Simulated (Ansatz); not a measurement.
**How Y(0001) screens a field**

Where does the screening charge of Y(0001) sit?

Calculated with Ansatz 0.2.0; plane-wave DFT, PBE, Ansatz PAW.

This is a report of a sequence of runs, with most program output left out.

## (1) The structure

The cell holds 5 atoms: 5 Y. Its edges and angles: a = 3.650 Å, b = 3.650 Å, c = 29.468 Å, α = 90.0°, β = 90.0°, γ = 60.0°. Vacuum lies along c.

Coordinates:

```cif
data_structure
_symmetry_space_group_name_H-M 'P 1'
_symmetry_Int_Tables_number 1
_cell_length_a 3.6500
_cell_length_b 3.6500
_cell_length_c 29.4683
_cell_angle_alpha 90.000
_cell_angle_beta 90.000
_cell_angle_gamma 60.000
_cell_volume 339.99
loop_
_atom_site_label
_atom_site_type_symbol
_atom_site_fract_x
_atom_site_fract_y
_atom_site_fract_z
_atom_site_occupancy
Y1 Y 0.00000 0.00000 0.30541 1
Y2 Y 0.66667 0.66667 0.40271 1
Y3 Y 0.00000 0.00000 0.50000 1
Y4 Y 0.66667 0.66667 0.59729 1
Y5 Y 0.00000 0.00000 0.69459 1
```

## (2) Atoms held, field 0

A sawtooth potential applies the field, turning back in the middle of the vacuum. With the dipole correction the typed value is the field outside the slab. The induced dipole is small, so the SCF threshold is tight.

input.yaml reads:

```yaml
crystal:
  lattice:
    - [3.65, 0.0, 0.0]
    - [1.825, 3.1609927238, 0.0]
    - [0.0, 0.0, 29.4683]
  atoms:
    - { symbol: "Y", position: [0.0, 0.0, 0.3054129353] }
    - { symbol: "Y", position: [0.6666666667, 0.6666666667, 0.4027064676] }
    - { symbol: "Y", position: [0.0, 0.0, 0.5] }
    - { symbol: "Y", position: [0.6666666667, 0.6666666667, 0.5972935324] }
    - { symbol: "Y", position: [0.0, 0.0, 0.6945870647] }
kpoints:
  mp_grid: { grid: [18, 18, 1] }
hamiltonian:
  xc: pbe
scf:
  occupations: { method: fermi_dirac, width: 0.1 }
  convergence: { dr2_threshold: 1.0e-10 }
efield:
  axis: 3
  dipole_correction: true
  ramp_position: 0.97
  ramp_width: 0.06
  amplitude: 0
output:
  forces: true
  write_potential: true
  write_density: true
  volumetric_format: npy
```

Launch:

```
$ ansatz run input.yaml --threads 2 --pin off --max-ram 3072MiB --backend cpu --events-out ev --progress --plain --runs-dir out
```

It took 35 s on 2 threads of Arm Neoverse V1, shared host; peak memory 0.7 GiB; 69 s of CPU time.

Numbers from this step:

| Property | Result |
| --- | --- |
| energy at zero smearing | -19241.8819 eV |
| work function, upper face | 3.370 eV |
| dipole along the normal | 9.08e-8 e·Å |

Running mean over 2.867 Å of the planar mean; the ramp of the sawtooth is left out. Electron's electrostatic potential energy less the Fermi level against z:

```tsv
z (Å)	electron's electrostatic potential energy less the Fermi level (eV)
4	3.36
5	3.32
6	3.02
7	1.14
8	-4.08
9	-5.84
10	-5.58
11	-5.44
12	-5.47
13	-5.52
14	-5.55
15	-5.56
16	-5.54
17	-5.50
18	-5.44
19	-5.48
20	-5.74
21	-5.49
22	-1.23
23	2.54
24	3.25
25	3.35
26	3.37
```

Force by atom:

```tsv
atom	x (eV/Å)	y (eV/Å)	z (eV/Å)	size
Y1	0.000	0.000	0.177	0.177
Y2	0.000	0.000	-0.178	0.178
Y3	0.000	0.000	0.000	0.000
Y4	0.000	0.000	0.178	0.178
Y5	0.000	0.000	-0.177	0.177
```

The work function of the upper face is 3.37 eV.

## (3) Single point, field 0.05 V/Å

input.yaml, as its differences from that of step 2:

```diff
@@ -23,3 +23,3 @@
   ramp_width: 0.06
-  amplitude: 0
+  amplitude: 0.05
 output:
```

It took 38 s on 2 threads; peak memory 0.69 GiB.

The dipole is 0.0540 e·Å.

## (4) Atoms held, field -0.05 V/Å

input.yaml, as its differences from that of step 3:

```diff
@@ -23,3 +23,3 @@
   ramp_width: 0.06
-  amplitude: 0.05
+  amplitude: -0.05
 output:
```

The job ended after 38 s (2 threads; peak memory 0.68 GiB; 75 s of CPU time).

The dipole is -0.0540 e·Å.

## (5) Single point, field 0.1 V/Å

input.yaml, as its differences from that of step 4:

```diff
@@ -23,3 +23,3 @@
   ramp_width: 0.06
-  amplitude: -0.05
+  amplitude: 0.1
 output:
```

Elapsed: 39 s, on 2 threads; peak memory 0.68 GiB; 77 s of CPU time.

The dipole is 0.108 e·Å.

## (6) Atoms held, field -0.1 V/Å

input.yaml, as its differences from that of step 5:

```diff
@@ -23,3 +23,3 @@
   ramp_width: 0.06
-  amplitude: 0.1
+  amplitude: -0.1
 output:
```

The job ended after 39 s (2 threads; peak memory 0.68 GiB; 76 s of CPU time).

The dipole is -0.108 e·Å.

## (7) Atoms held, field 0.2 V/Å

input.yaml, as its differences from that of step 6:

```diff
@@ -23,3 +23,3 @@
   ramp_width: 0.06
-  amplitude: -0.1
+  amplitude: 0.2
 output:
```

Elapsed: 41 s, on 2 threads; peak memory 0.69 GiB; 81 s of CPU time.

The dipole is 0.216 e·Å.

## (8) Single point, field -0.2 V/Å

input.yaml, as its differences from that of step 7:

```diff
@@ -23,3 +23,3 @@
   ramp_width: 0.06
-  amplitude: 0.2
+  amplitude: -0.2
 output:
```

It took 40 s on 2 threads; peak memory 0.69 GiB.

The dipole is -0.216 e·Å.

## (9) Atoms held, field 0.4 V/Å

input.yaml, as its differences from that of step 8:

```diff
@@ -23,3 +23,3 @@
   ramp_width: 0.06
-  amplitude: -0.2
+  amplitude: 0.4
 output:
@@ -29 +29,2 @@
   volumetric_format: npy
+  elf: true
```

Wall time 49 s (2 threads); peak memory 0.68 GiB.

Running mean over 2.867 Å of the planar mean, with the applied field; the ramp of the sawtooth is left out. Table of electron's electrostatic potential energy less the Fermi level by z:

```tsv
z (Å)	electron's electrostatic potential energy less the Fermi level (eV)
3.5	2.34
4.0	2.53
4.5	2.70
5.0	2.85
5.5	2.93
6.0	2.86
6.5	2.43
7.0	1.14
7.5	-1.38
8.0	-4.04
8.5	-5.51
9.0	-5.82
9.5	-5.72
10.0	-5.57
10.5	-5.47
11.0	-5.43
11.5	-5.44
12.0	-5.47
12.5	-5.50
13.0	-5.52
13.5	-5.54
14.0	-5.55
14.5	-5.56
15.0	-5.56
15.5	-5.55
16.0	-5.54
16.5	-5.52
17.0	-5.50
17.5	-5.47
18.0	-5.45
18.5	-5.44
19.0	-5.49
19.5	-5.59
20.0	-5.75
20.5	-5.86
21.0	-5.51
21.5	-3.97
22.0	-1.23
22.5	1.31
23.0	2.68
23.5	3.30
24.0	3.67
24.5	3.92
25.0	4.14
25.5	4.35
26.0	4.55
```

The dipole is 0.433 e·Å.

## (10) The response

This step: plane-wave DFT, PBE, Ansatz PAW; screening of a field by a metal slab (Ansatz 0.2.0).

The dipoles give the slope, and the difference of two potentials shows where the field is screened.

This step gave:

```
equivalent conductor thickness p/(ε₀AE)      : 16.93 Å
distance between the outer atoms             : 11.47 Å
inner field over outer field                 : -0.002843
image plane, upper face                      : 2.697 Å
induced electrons on the upper face over ε₀E : -1.001
image plane, lower face                      : 2.697 Å
induced electrons on the lower face over ε₀E : 1.001
```

Table of dipole of the cell by applied field:

```tsv
applied field (V/Å)	dipole of the cell (e·Å)
-0.200	-0.216
-0.100	-0.108
-0.050	-0.0540
0.000	0
0.050	0.0540
0.100	0.108
0.200	0.216
0.400	0.433
```

Local field over the applied field, running mean. From the potentials at -0.05 and 0.05 V/Å; running mean over 2.867 Å. Table of local field over applied field by z:

z (Å), local field over applied field and a bar from the least value:
```
        5      0.902 ############################
        6      0.670 ######################
        7      0.285 ##########
        8      0.017 ##
        9     -0.061 
       10     -0.005 ##
       11     -0.003 ##
       12     -0.005 ##
       13      0.000 ##
       14     -0.003 ##
       15     -0.003 ##
       16     -0.002 ##
       17     -0.001 ##
       18     -0.007 ##
       19      0.005 ##
       20     -0.038 #
       21     -0.043 #
       22      0.134 ######
       23      0.494 ################
       24      0.820 ##########################
       25      0.954 ##############################
```

The induced electron density oscillates, so the rows of the table below give means over windows of 2.65 Å about each position, cut where the curve ends. Its maxima inside the range that stand out by 2 % of the span (Å: e/Å³ per V/Å): 7.1: 0.00370, 9.7: 7.7e-4, 12.5: 1.2e-4, 18.3: 4.0e-4, 20.9: 0.00191. Its minima: 8.5: -0.00191, 11.2: -4.0e-4, 16.9: -1.2e-4, 19.7: -7.7e-4, 22.4: -0.00370.

Electrons, planar mean, per unit field. The induced electron density by z; means over each step:

```tsv
z (Å)	induced electron density (e/Å³ per V/Å)
5.45	0.00117
8.10	7.5e-4
10.75	1.2e-4
13.40	1.9e-5
16.05	-1.9e-5
18.70	-1.2e-4
21.35	-7.3e-4
24.00	-0.00119
```

By hand: between -0.05 and 0.05 V/Å the dipole changes by 0.1080 e·Å, a slope of 1.080 e·Å²/V. A perfect conductor of thickness t has p = ε₀AEt, so t = 180.95 × 1.080 / 11.538 = 16.93 Å (e/ε₀ = 180.95 V·Å, A in Å²). Less the 11.47 Å between the outer atoms, and halved, that puts each image plane 2.73 Å out.

The induced dipole is that of a conductor 16.93 Å thick.

## (11) The same run with other settings: accuracy = "medium" and basis.xc_grid = 3

This step: plane-wave DFT, PBE, Ansatz PAW (Ansatz 0.2.0).

A run with a changed input: it repeats the earlier run at 0.05 V/Å with accuracy to medium and basis.xc_grid to 3.

input.yaml, as its differences from that of step 9:

```diff
@@ -23,3 +23,3 @@
   ramp_width: 0.06
-  amplitude: 0.4
+  amplitude: 0.05
 output:
@@ -29,2 +29,4 @@
   volumetric_format: npy
-  elf: true
+accuracy: medium
+basis:
+  xc_grid: 3
```

The job ended after 39 s (2 threads; peak memory 0.76 GiB).

This step gave:

```
energy at zero smearing : -19241.8832 eV
dipole along the normal : 0.05398 e·Å
```

Force by atom:

```tsv
atom	x (eV/Å)	y (eV/Å)	z (eV/Å)	size
Y1	0.000	0.000	0.176	0.176
Y2	0.000	0.000	-0.177	0.177
Y3	0.000	0.000	-0.001	0.001
Y4	0.000	0.000	0.179	0.179
Y5	0.000	0.000	-0.177	0.177
```

```tsv
quantity	this run	earlier run	difference
dipole along the normal (e·Å)	0.05398	0.05398	4.3e-7
```

The dipole moves by under 0.5 % or 5e-5 e·Å.

## (12) What came out

* work function: 3.37 eV
* image plane, upper face: 2.70 Å
* induced electrons on the upper face over ε₀E: -1.00
* equivalent conductor thickness p/(ε₀AE): 16.9 Å
* inner field over outer field: -0.00284

The induced charge has its centre 2.70 Å outside the outermost atoms; this is the plane from which a capacitor's gap or an image potential counts. The equivalent conductor thickness exceeds the distance between the outer atoms by 5.47 Å, about the sum of the two image-plane distances. In the middle of the slab the field is screened to under 0.5 % of its outer value. The atoms are held at bulk positions with the tabulated experimental lattice constant.

[Logs are printed without paths, hosts, clocks, repeated set-up lines and the standing remarks that a program may print on its own settings, such as how far it seeks lower states.]

[Hosts, paths, dates, database ids (printed as entryN), source tags and the programs' standing remarks are cut or masked in the printed files.]

[Maps of the electrostatic potential energy from Ansatz leave out the sawtooth potential of an applied field or a dipole correction, so their vacuum need not be flat; planar profiles and work functions include it.]
